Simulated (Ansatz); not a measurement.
## CuOs3: relaxing a made-up structure

This structure for CuOs3 is made up. Its elements were placed in a known structure type with a cell scaled to their sizes. What cell does the guess relax to, and how far off was it?

Main program and level: Ansatz 0.2.0; DFT, PBEsol, plane-wave PAW, files of the set soft_1, scalar-relativistic, ferromagnetic start, cell and ions relaxed at zero pressure; PAW set soft_1, in the first sound run; inputs show where later runs differ.

## 1. The structure

Symmetry: Pm-3m, No. 221, cubic system. The conventional cell has a = 3.565 Å, b = 3.565 Å, c = 3.565 Å, α = 90.00°, β = 90.00°, γ = 90.00°. Nearest to Os lie 8 Os at 2.52 Å and 4 Cu at 2.52 Å. Nearest to Cu lie 12 Os at 2.52 Å. Farther neighbours are not listed.

As a file:

```cif
data_structure
_symmetry_space_group_name_H-M 'P 1'
_symmetry_Int_Tables_number 1
_cell_length_a 3.5650
_cell_length_b 3.5650
_cell_length_c 3.5650
_cell_angle_alpha 90.000
_cell_angle_beta 90.000
_cell_angle_gamma 90.000
_cell_volume 45.31
loop_
_atom_site_label
_atom_site_type_symbol
_atom_site_fract_x
_atom_site_fract_y
_atom_site_fract_z
_atom_site_occupancy
Os1 Os 0.50000 0.50000 0.00000 1
Os2 Os 0.50000 0.00000 0.50000 1
Os3 Os 0.00000 0.50000 0.50000 1
Cu4 Cu 0.00000 0.00000 0.00000 1
```

## 2. Relaxing cell and atoms

The guess takes its coordinates from another compound and its volume from a rule, so the cell and any free coordinates are relaxed together.

Input file input.yaml:

```yaml
crystal:
  lattice:
    - [3.565, 0.0, 0.0]
    - [0.0, 3.565, 0.0]
    - [0.0, 0.0, 3.565]
  atoms:
    - { symbol: Os, position: [0.5, 0.5, 0.0], spin: 1.0 }
    - { symbol: Os, position: [0.5, 0.0, 0.5], spin: 1.0 }
    - { symbol: Os, position: [0.0, 0.5, 0.5], spin: 1.0 }
    - { symbol: Cu, position: [0.0, 0.0, 0.0], spin: 0.6 }
magnetization:
  spin_polarized: true
kpoints:
  mp_grid: { grid: [8, 8, 8] }
scf:
  occupations: { method: fermi_dirac, width: 0.05 }
hamiltonian:
  xc: pbesol
  pseudopotentials: { kind: paw, azcp: { folder: soft_1 }, xc_functional: pbe }
relax:
  f_tol: 0.015
  max_steps: 70
  cell: {}
output:
  forces: true
  stress: true
```

Command:

```console
$ ansatz run input.yaml --threads 4 --pin off --max-ram 8192MiB --backend cpu --events-out ev --progress --plain --runs-dir out
```

Numbers of over 12 decimals in the logs are rounded to 6 here.

Output:

```text
Engine: ansatz 0.2.0, aarch64-unknown-linux-gnu
Pseudopotentials: kind: paw
Pseudopotential: Os, paw, valence charge 16, recommended cutoff 420 eV (normal), soft_1/Os.paw.azcp
Pseudopotential: Cu, paw, valence charge 19, recommended cutoff 420 eV (normal), soft_1/Cu.paw.azcp
Functional definition: PBEsol
  exchange = pbesol_x
  correlation = pbesol_c
Crystal: 4 atoms, lattice volume = 45.308 Å³
Basis set: ecut = 420 eV, 895 PW (Γ), exchange–correlation on 48×48×48 points (8 copies of the dense FFT grid, shifted against one another)
Bands: 43, of which v1, the nominal top of the filled ones, is band 34 counted from 1 (33 counted from 0)
Symmetry: 48 space group operations
Space group: Pm-3m (ITA 221), of the structure as read, at distance tolerance 3.6e-5 Å
Magnetic group: BNS 221.92 (UNI 1594), of the structure as read, at distance tolerance 3.6e-5 Å
k-points: 35 of 512
Non-local potential: Os, projectors of the file, l = 0: 3, l = 1: 2, l = 2: 2, l = 3: 1
Non-local potential: Cu, projectors of the file, l = 0: 3, l = 1: 2, l = 2: 3, l = 3: 1
PAW form: soft (Blöchl's): semilocal exchange-correlation on the pseudo side does not see the compensation charge
PAW frozen core: Os, regenerated for the run's functional, and the local potential with it (the file was generated under x = pbe(κ = 0.804, μ = 0.219515), c = pbe(β = 0.066725))
PAW frozen core: Cu, regenerated for the run's functional, and the local potential with it (the file was generated under x = pbe(κ = 0.804, μ = 0.219515), c = pbe(β = 0.066725))
PAW one-centre angular grid: Os, 590 points (default); XC on 64 Gauss nodes
PAW one-centre angular grid: Cu, 590 points (default); XC on 64 Gauss nodes
Initial density: superposition of atomic densities (chi_scale 0.1, normalization cell)
Starting moments: Σ|m| = 3.6 μB on 4 of 4 sites
Initial wavefunctions: pseudopotential atomic-orbital guess
Functional: x = pbesol(κ = 0.804, μ = 0.123457), c = pbesol(β = 0.046)
SCF iter   1: F=—  HF=-40341.816475 eV  |F-HF|=—  |Δ(HF+E_count)|=         —  Δρ=1.98e-1 (↑1.98e-1 ↓1.87e-1)  dr2=4.76e1  dr2_m=3.45e-1  M=1.316 μB ∫|m|=1.390 μB  β_m=0.30  ethr=3.10e-3  ⟨swp⟩=6.4  Hψ=11358  notcnv=0
Mixer restart at iter 1: flushing history
preconditioner: auto → Kerker (q_TF=auto, 2.912 Å⁻¹)  [metal: Δε(μ)=0.016 eV  Ē_g=10.032 eV  σ=0.050 eV  W_gap=0.08  n_scr=18 (ndim 8)  ℏωp=32.6 eV  f_vac=0.000  D(μ)=3.37/eV (n_scr^D=32)]
spin=Collinear: Kerker preconditioning applied to the charge; magnetization (m = ρ↑ − ρ↓) channel mixes plain (no charge-response kernel on spin).
SCF iter   2: F=—  HF=-40342.191829 eV  |F-HF|=—  |Δ(HF+E_count)|=   3.75e-1  Δρ=6.76e-2 (↑6.76e-2 ↓5.68e-2)  dr2=2.89e0  dr2_m=1.32e-1  M=1.624 μB ∫|m|=1.624 μB  β_m=0.27  ethr=3.10e-3  ⟨swp⟩=3.8  Hψ=8028  notcnv=0  defer=154
SCF iter   3: F=—  HF=-40340.778971 eV  |F-HF|=—  |Δ(HF+E_count)|=    1.41e0  Δρ=3.26e-2 (↑2.61e-2 ↓3.26e-2)  dr2=1.02e0  dr2_m=1.24e-1  M=1.526 μB ∫|m|=1.528 μB  β_m=0.39  ethr=3.10e-3  ⟨swp⟩=2.1  Hψ=6418  notcnv=0  defer=160
SCF iter   4: F=—  HF=-40341.157162 eV  |F-HF|=—  |Δ(HF+E_count)|=   3.78e-1  Δρ=2.29e-2 (↑1.64e-2 ↓2.29e-2)  dr2=6.88e-1  dr2_m=4.03e-2  M=1.298 μB ∫|m|=1.310 μB  β_m=0.53  ethr=1.52e-3  ⟨swp⟩=2.0  Hψ=4803  notcnv=0  defer=157
SCF iter   5: F=—  HF=-40341.386802 eV  |F-HF|=—  |Δ(HF+E_count)|=   2.30e-1  Δρ=1.21e-2 (↑8.43e-3 ↓1.21e-2)  dr2=5.37e-2  dr2_m=1.35e-2  M=0.989 μB ∫|m|=1.012 μB  β_m=0.76  ethr=1.03e-3  ⟨swp⟩=2.0  Hψ=4369  notcnv=0  defer=157
SCF iter   6: F=—  HF=-40341.492691 eV  |F-HF|=—  |Δ(HF+E_count)|=         —  Δρ=1.21e-2 (↑1.17e-2 ↓1.21e-2)  dr2=2.03e-2  dr2_m=4.98e-2  M=0.220 μB ∫|m|=0.236 μB  β_m=0.76  ethr=8.02e-5  ⟨swp⟩=2.0  Hψ=5067  notcnv=0  defer=159
Mixer restart at iter 6: flushing history
SCF iter   7: F=—  HF=-40341.497531 eV  |F-HF|=—  |Δ(HF+E_count)|=   4.84e-3  Δρ=1.12e-2 (↑1.12e-2 ↓8.68e-3)  dr2=9.29e-2  dr2_m=9.28e-3  M=0.113 μB ∫|m|=0.123 μB  β_m=0.74  ethr=3.03e-5  ⟨swp⟩=2.0  Hψ=5853  notcnv=0  defer=159
SCF iter   8: F=—  HF=-40341.502006 eV  |F-HF|=—  |Δ(HF+E_count)|=   4.48e-3  Δρ=1.18e-2 (↑9.07e-3 ↓1.18e-2)  dr2=1.07e-1  dr2_m=4.02e-3  M=0.066 μB ∫|m|=0.074 μB  β_m=0.58  ethr=3.03e-5  ⟨swp⟩=2.2  Hψ=6239  notcnv=0  defer=156
SCF iter   9: F=—  HF=-40341.482241 eV  |F-HF|=—  |Δ(HF+E_count)|=   1.98e-2  Δρ=1.79e-3 (↑3.58e-4 ↓1.79e-3)  dr2=9.07e-4  dr2_m=3.08e-4  M=0.017 μB ∫|m|=0.021 μB  β_m=0.79  ethr=3.03e-5  ⟨swp⟩=2.0  Hψ=6044  notcnv=0  defer=157
SCF iter  10: F=—  HF=-40341.482188 eV  |F-HF|=—  |Δ(HF+E_count)|=   5.25e-5  Δρ=1.79e-4 (↑4.91e-5 ↓1.79e-4)  dr2=9.91e-6  dr2_m=3.73e-6  M=-0.000 μB ∫|m|=0.001 μB  β_m=0.79  ethr=1.35e-6  ⟨swp⟩=2.0  Hψ=4452  notcnv=0  defer=157
SCF iter  11: F=—  HF=-40341.482186 eV  |F-HF|=—  |Δ(HF+E_count)|=   1.70e-6  Δρ=5.89e-5 (↑5.32e-5 ↓5.89e-5)  dr2=3.05e-6  dr2_m=9.27e-8  M=-0.000 μB ∫|m|=0.001 μB  β_m=0.89  ethr=1.48e-8  ⟨swp⟩=2.0  Hψ=4651  notcnv=0  defer=157
SCF iter  12: F=—  HF=-40341.482187 eV  |F-HF|=—  |Δ(HF+E_count)|=   4.29e-7  Δρ=3.72e-5 (↑2.39e-5 ↓3.72e-5)  dr2=1.23e-6  dr2_m=2.34e-8  M=-0.000 μB ∫|m|=0.000 μB  β_m=0.88  ethr=4.55e-9  ⟨swp⟩=1.0  Hψ=3010  notcnv=0  defer=157
SCF iter  13: F=—  HF=-40341.482187 eV  |F-HF|=—  |Δ(HF+E_count)|=   1.57e-7  Δρ=2.42e-6 (↑1.58e-6 ↓2.42e-6)  dr2=4.17e-9  dr2_m=5.86e-10  M=-0.000 μB ∫|m|=0.000 μB  β_m=0.94  ethr=1.84e-9  ⟨swp⟩=1.8  Hψ=3177  notcnv=0  defer=157
SCF iter  14: F=-40341.482187 eV  HF=-40341.482187 eV  |F-HF|=1.89e-10  |Δ(HF+E_count)|=  8.73e-11  Δρ=4.80e-7 (↑4.80e-7 ↓3.89e-7)  dr2=2.52e-10  dr2_m=1.62e-11  M=-0.000 μB ∫|m|=0.000 μB  ethr=6.23e-12  ⟨swp⟩=1.0  Hψ=8059  notcnv=0
WARN: the starting moments were not kept: the SCF closed with an absolute magnetisation of 9.4e-6 μB, where they sum to 3.6 μB in size (4 sites). That is at most 0.1 of that sum. Measured as dr2_m measures the in/out step, that magnetisation stands 1.3e-11 eV from none, at or under the dr2_threshold of 1.0e-7 eV: it is no larger than a step whose dr2_m would equal this threshold. The system may hold no moment; this S [...]
SCF 1 converged in 14 iterations: F = -40341.482187 eV  dr2 = 2.52e-10
  greatest PAW one-centre occupation: 1.000 electrons in one spin orbital (limit 2), on the Os atom at site 2 (counted from 0), in its partial waves of l = 0
relax step   1: F+E_penalty+E_count = -40341.48218665 eV  Δ(F+E_penalty+E_count) = +0.000e0 eV  max|allowed force component| = 2.561e-28 eV/Å  Δτ_max = 0.0000 Å  P = +89.580 GPa  Ω = 45.308 Å³  (14 SCF iters, dr2 threshold 1.00e-7 eV, accepted)
Crystal: 4 atoms, lattice volume = 52.263 Å³
[...]
the starting moments were not kept: the SCF closed with an absolute magnetisation of 1.4e-5 μB, where they sum to 3.6 μB in size (4 sites). That is at most 0.1 of that sum. Measured as dr2_m measures the in/out step, that magnetisation stands 7.5e-11 eV from none, at or under the dr2_threshold of 4.0e-7 eV: it is no larger than a step whose dr2_m would equal this threshold.
SCF 3 converged in 12 iterations: F = -40343.502466 eV  dr2 = 4.48e-8
relax step   3: F+E_penalty+E_count = -40343.50246615 eV  Δ(F+E_penalty+E_count) = -4.935e-2 eV  max|allowed force component| = 1.334e-29 eV/Å  Δτ_max = 0.0000 Å  P = +2.803 GPa  Ω = 53.436 Å³  energy of the carried Pulay correction = -9.992e-3 eV  (12 SCF iters, dr2 threshold 4.00e-7 eV, accepted)
[...]
relax step   4: F+E_penalty+E_count = -40343.50567033 eV  Δ(F+E_penalty+E_count) = -3.204e-3 eV  max|allowed force component| = 1.104e-29 eV/Å  Δτ_max = 0.0000 Å  P = -0.041 GPa  Ω = 53.867 Å³  energy of the carried Pulay correction = -1.048e-2 eV  (10 SCF iters, dr2 threshold 4.00e-7 eV, accepted)
Basis set: ecut = 420 eV, 1021 PW (Γ), exchange–correlation on 54×54×54 points (8 copies of the dense FFT grid, shifted against one another)
Initial wavefunctions: pseudopotential atomic-orbital guess (no wavefunctions were taken with the density)
iter 1 solved again at ethr=4.98e-7 eV; its pass at ethr=3.10e-3 eV (dr2=3.33e-4 eV) is discarded
SCF iter   1: F=—  HF=-40343.512379 eV  |F-HF|=—  |Δ(HF+E_count)|=         —  Δρ=1.50e-3 (↑1.50e-3 ↓1.50e-3)  dr2=1.98e-4  dr2_m=5.55e-11  M=0.000 μB ∫|m|=0.000 μB  β_m=0.65  ethr=4.98e-7  ⟨swp⟩=3.0  Hψ=17884  notcnv=0
preconditioner: auto → none  [metal: Δε(μ)=0.019 eV  Ē_g=8.527 eV  σ=0.050 eV  W_gap=0.09  n_scr=6 (ndim 8)  ℏωp=29.9 eV  f_vac=0.000  D(μ)=6.38/eV (n_scr^D=80)]
SCF iter   2: F=—  HF=-40343.514426 eV  |F-HF|=—  |Δ(HF+E_count)|=   2.05e-3  Δρ=1.50e-3 (↑1.50e-3 ↓1.50e-3)  dr2=3.01e-3  dr2_m=5.14e-11  M=0.000 μB ∫|m|=0.000 μB  β_m=0.23  ethr=2.95e-7  ⟨swp⟩=2.1  Hψ=5402  notcnv=0  recentre
SCF iter   3: F=—  HF=-40343.513560 eV  |F-HF|=—  |Δ(HF+E_count)|=   8.66e-4  Δρ=1.00e-3 (↑1.00e-3 ↓1.00e-3)  dr2=1.49e-4  dr2_m=5.93e-11  M=0.000 μB ∫|m|=0.000 μB  β_m=0.13  ethr=2.95e-7  ⟨swp⟩=2.1  Hψ=5396  notcnv=0
SCF iter   4: F=—  HF=-40343.514146 eV  |F-HF|=—  |Δ(HF+E_count)|=   5.86e-4  Δρ=5.38e-4 (↑5.38e-4 ↓5.38e-4)  dr2=1.62e-5  dr2_m=3.42e-11  M=0.000 μB ∫|m|=0.000 μB  β_m=0.36  ethr=2.22e-7  ⟨swp⟩=2.0  Hψ=3234  notcnv=0
SCF iter   5: F=—  HF=-40343.514483 eV  |F-HF|=—  |Δ(HF+E_count)|=   3.37e-4  Δρ=2.75e-5 (↑2.75e-5 ↓2.75e-5)  dr2=1.95e-7  dr2_m=2.13e-11  M=0.000 μB ∫|m|=0.000 μB  β_m=0.38  ethr=2.42e-8  ⟨swp⟩=2.0  Hψ=4202  notcnv=0
SCF iter   6: F=—  HF=-40343.514485 eV  |F-HF|=—  |Δ(HF+E_count)|=   2.70e-6  Δρ=1.43e-5 (↑1.43e-5 ↓1.43e-5)  dr2=2.00e-7  dr2_m=1.47e-11  M=0.000 μB ∫|m|=0.000 μB  β_m=0.69  ethr=2.91e-10  ⟨swp⟩=2.1  Hψ=5123  notcnv=0
SCF iter   7: F=—  HF=-40343.514489 eV  |F-HF|=—  |Δ(HF+E_count)|=   3.71e-6  Δρ=4.74e-6 (↑4.74e-6 ↓4.73e-6)  dr2=3.09e-8  dr2_m=2.27e-12  M=0.000 μB ∫|m|=0.000 μB  β_m=0.80  ethr=2.91e-10  ⟨swp⟩=2.1  Hψ=4794  notcnv=0
SCF iter   8: F=—  HF=-40343.514489 eV  |F-HF|=—  |Δ(HF+E_count)|=   9.38e-8  Δρ=4.78e-7 (↑4.37e-7 ↓4.78e-7)  dr2=2.31e-10  dr2_m=4.55e-13  M=0.000 μB ∫|m|=0.000 μB  β_m=0.77  ethr=4.62e-11  ⟨swp⟩=2.0  Hψ=4244  notcnv=0
SCF iter   9: F=—  HF=-40343.514489 eV  |F-HF|=—  |Δ(HF+E_count)|=   1.12e-8  Δρ=2.06e-7 (↑1.91e-7 ↓2.06e-7)  dr2=9.00e-11  dr2_m=2.55e-13  M=0.000 μB ∫|m|=0.000 μB  β_m=0.69  ethr=1.00e-12  ⟨swp⟩=2.1  Hψ=4039  notcnv=0
SCF iter  10: F=—  HF=-40343.514489 eV  |F-HF|=—  |Δ(HF+E_count)|=  8.73e-11  Δρ=9.55e-8 (↑8.74e-8 ↓9.55e-8)  dr2=1.80e-12  dr2_m=1.60e-13  M=0.000 μB ∫|m|=0.000 μB  β_m=0.81  ethr=1.00e-12  ⟨swp⟩=1.0  Hψ=3010  notcnv=0
SCF iter  11: F=-40343.514489 eV  HF=-40343.514489 eV  |F-HF|=0.00e0  |Δ(HF+E_count)|=  7.28e-12  Δρ=2.53e-8 (↑2.53e-8 ↓2.34e-8)  dr2=1.07e-12  dr2_m=1.73e-14  M=0.000 μB ∫|m|=0.000 μB  ethr=1.00e-12  ⟨swp⟩=2.0  Hψ=7438  notcnv=0
the starting moments were not kept: the SCF closed with an absolute magnetisation of 8.1e-7 μB, where they sum to 3.6 μB in size (4 sites). That is at most 0.1 of that sum. Measured as dr2_m measures the in/out step, that magnetisation stands 1.1e-13 eV from none, at or under the dr2_threshold of 4.0e-11 eV: it is no larger than a step whose dr2_m would equal this threshold.
SCF 5 converged in 11 iterations: F = -40343.514489 eV  dr2 = 1.07e-12
relax step   5: F+E_penalty+E_count = -40343.51448921 eV  Δ(F+E_penalty+E_count) = -8.819e-3 eV  max|allowed force component| = 1.735e-29 eV/Å  Δτ_max = 0.0000 Å  P = -0.018 GPa  Ω = 53.867 Å³  stress off target by 1.85e-2 GPa  SCF on the basis re-selected at this cell (its energy is not comparable with the rows above)  (11 SCF iters)
basis re-selected at this cell: Δ(F+E_penalty+E_count) = -8.819e-3 eV, ΔP = +0.023 GPa vs the last step (what re-selecting the basis moved, of the pressure what is left beyond the Pulay correction that the steps carried, after the strain that the cell walked since its last selection, with what the two solves' SCF thresholds leave and, on support functions, any second-order correction that the steps lacked; it is no measure of the basis error at this ecutwfc). The dense FFT grid was sized anew with the basis: this SCF ran on 27×27×27 points, the steps before it on 24×24×24, so part of this shift can come from that change (see relax.cell in the input reference). [rest of the remark cut]
SCF converged after 11 iterations
Magnetization: 0.0000 μB (33.5000 up, 33.5000 down)
Absolute magnetization: 0.0000 μB (∫|ρ↑−ρ↓|, with the PAW one-centre terms)
Spin contamination: 0.0000 ħ² per cell (⟨S²⟩ above its minimum at these occupations)
Per-site moments (μB) at R_I (Å): [(2.1336301313064668e-7, 1.101581), (2.1336301364834173e-7, 1.101581), (2.1336301310409844e-7, 1.101581), (9.024269789752979e-8, 1.101581)]
Free energy (F): -40343.514489 eV
Harris-Foulkes:  -40343.514489 eV  (|F-HF|=0.00e0)
Internal energy: -40343.461595 eV  (E = F + TS)
E sigma→0 (E₀):  -40343.488042 eV
Entropy (-TS):   -0.052894 eV (-13.224 meV/atom)
Fermi energy:    23.803846 eV
--- Per-component energies (eV) ---
  E_band       = -536.831419
  E_kinetic    = 1739.622440
  E_local      = -7442.660995  (includes V_loc(G=0)·N_el)
  E_nonlocal   = 1483.788930
  E_hartree    = 2996.902014
  E_xc         = -766.939247
  E_vxc        = -827.613622  (∫ρ·V_xc dr)
  E_paw        = -28516.992079  (= ΣΔE_a)
  E_vpaw       = -1483.774471  (= ΣTr[D̂ρ^β])
  E_aug_tail   = 0.002235  (compensation charges beyond the density's cutoff)
  E_ewald      = -9838.135089
  E_core_change = 0.950196  (= ΣΔE_core)
  E_smearing   = -0.052894  (= −TS)
  E_closure    = 0.000000  (closes the sum)
  Σ components = -40343.514489   (vs F -40343.514489, Δ=0.00e0)
--- Forces (eV/Å), atoms counted from 1 ---
  atom   1  Os    -0.00000000     0.00000000     0.00000000
  atom   2  Os    -0.00000000     0.00000000    -0.00000000
  atom   3  Os    -0.00000000     0.00000000     0.00000000
  atom   4  Cu    -0.00000000    -0.00000000     0.00000000
  max |Σ_I F_I| component: 3.16e-29 eV/Å
--- Stress (GPa, compression-positive) ---
       -0.018497      -0.000000      -0.000000
       -0.000000      -0.018497      -0.000000
       -0.000000      -0.000000      -0.018497
  P = ⅓ Tr σ = -0.0185 GPa (-0.185 kbar)
--- Relaxed structure (4 steps of the walk, 4 accepted, 1 SCFs on fresh bases) ---
  F+E_penalty+E_count = -40343.51448921 eV   max|allowed force component| = 1.735e-29 eV/Å   (the final SCF, on the basis selected at the relaxed cell)
  cell:  # Å, volume = 53.8670 Å³
    - [3.776658, 0, 0]
    - [0, 3.776658, 0]
    - [0, 0, 3.776658]
  atoms:
    - { symbol: Os, position: [0.5, 0.5, 0] }
    - { symbol: Os, position: [0.5, 0, 0.5] }
    - { symbol: Os, position: [0, 0.5, 0.5] }
    - { symbol: Cu, position: [0, 0, 0] }
```

The job ended after 13 s (4 threads of Arm Neoverse V2, shared host; peak memory 0.44 GiB; 45 s of CPU time).

The steps of the relaxation:

```csv
step,energy less that of the first step (eV),largest force component (eV/Å),pressure (GPa),volume (Å³)
1,0.0000,0.0000,89.58,45.31
2,-1.9709,0.0000,11.22,52.26
3,-2.0203,0.0000,2.80,53.44
4,-2.0235,0.0000,-0.04,53.87
5*,-2.0323,0.0000,-0.02,53.87
```

Relaxation steps marked * repeat the geometry before them on a plane-wave basis chosen anew for their cell, so energy and pressure can jump there.

Forces are held to the 48 operations that the run works with; a distortion that breaks them can't arise in this run.

```
conventional cell, symmetrised  before  after   change
                         a (Å)   3.565  3.777   +5.9 %
                         b (Å)   3.565  3.777   +5.9 %
                         c (Å)   3.565  3.777   +5.9 %
              volume (Å³/atom)   11.33  13.47  +18.9 %
```

Final coordinates:

```xyz
4
Lattice="3.7767 0.0000 0.0000 0.0000 3.7767 0.0000 0.0000 0.0000 3.7767" Properties=species:S:1:pos:R:3 pbc="T T T"
Os    1.8883    1.8883    0.0000
Os    1.8883    0.0000    1.8883
Os    0.0000    1.8883    1.8883
Cu    0.0000    0.0000    0.0000
```

This step gave:

```yaml
free_energy: -40343.5145 eV
energy_at_zero_smearing: -40343.4880 eV
smearing_term_ts: 0.05289 eV
fermi_energy: 23.80 eV
electrons: 67
symmetry_operations: 48
pressure: -0.01850 GPa
```

Shortest distances by pair of elements, guess and relaxed (not always the same contact):

```csv
pair,guess (Å),relaxed (Å)
Os–Os,2.521,2.671
Cu–Os,2.521,2.671
Cu–Cu,3.565,3.777
```

The relaxation ends with a pressure of -0.02 GPa. No moment survives the cycle: this start ends non-magnetic.

[end of part 1 of 2]

[Logs are printed without paths, hosts, clocks, repeated set-up lines and the standing remarks that a program may print on its own settings, such as how far it seeks lower states.]

[Hosts, paths, dates, database ids (printed as entryN), source tags and the programs' standing remarks are cut or masked in the printed files.]
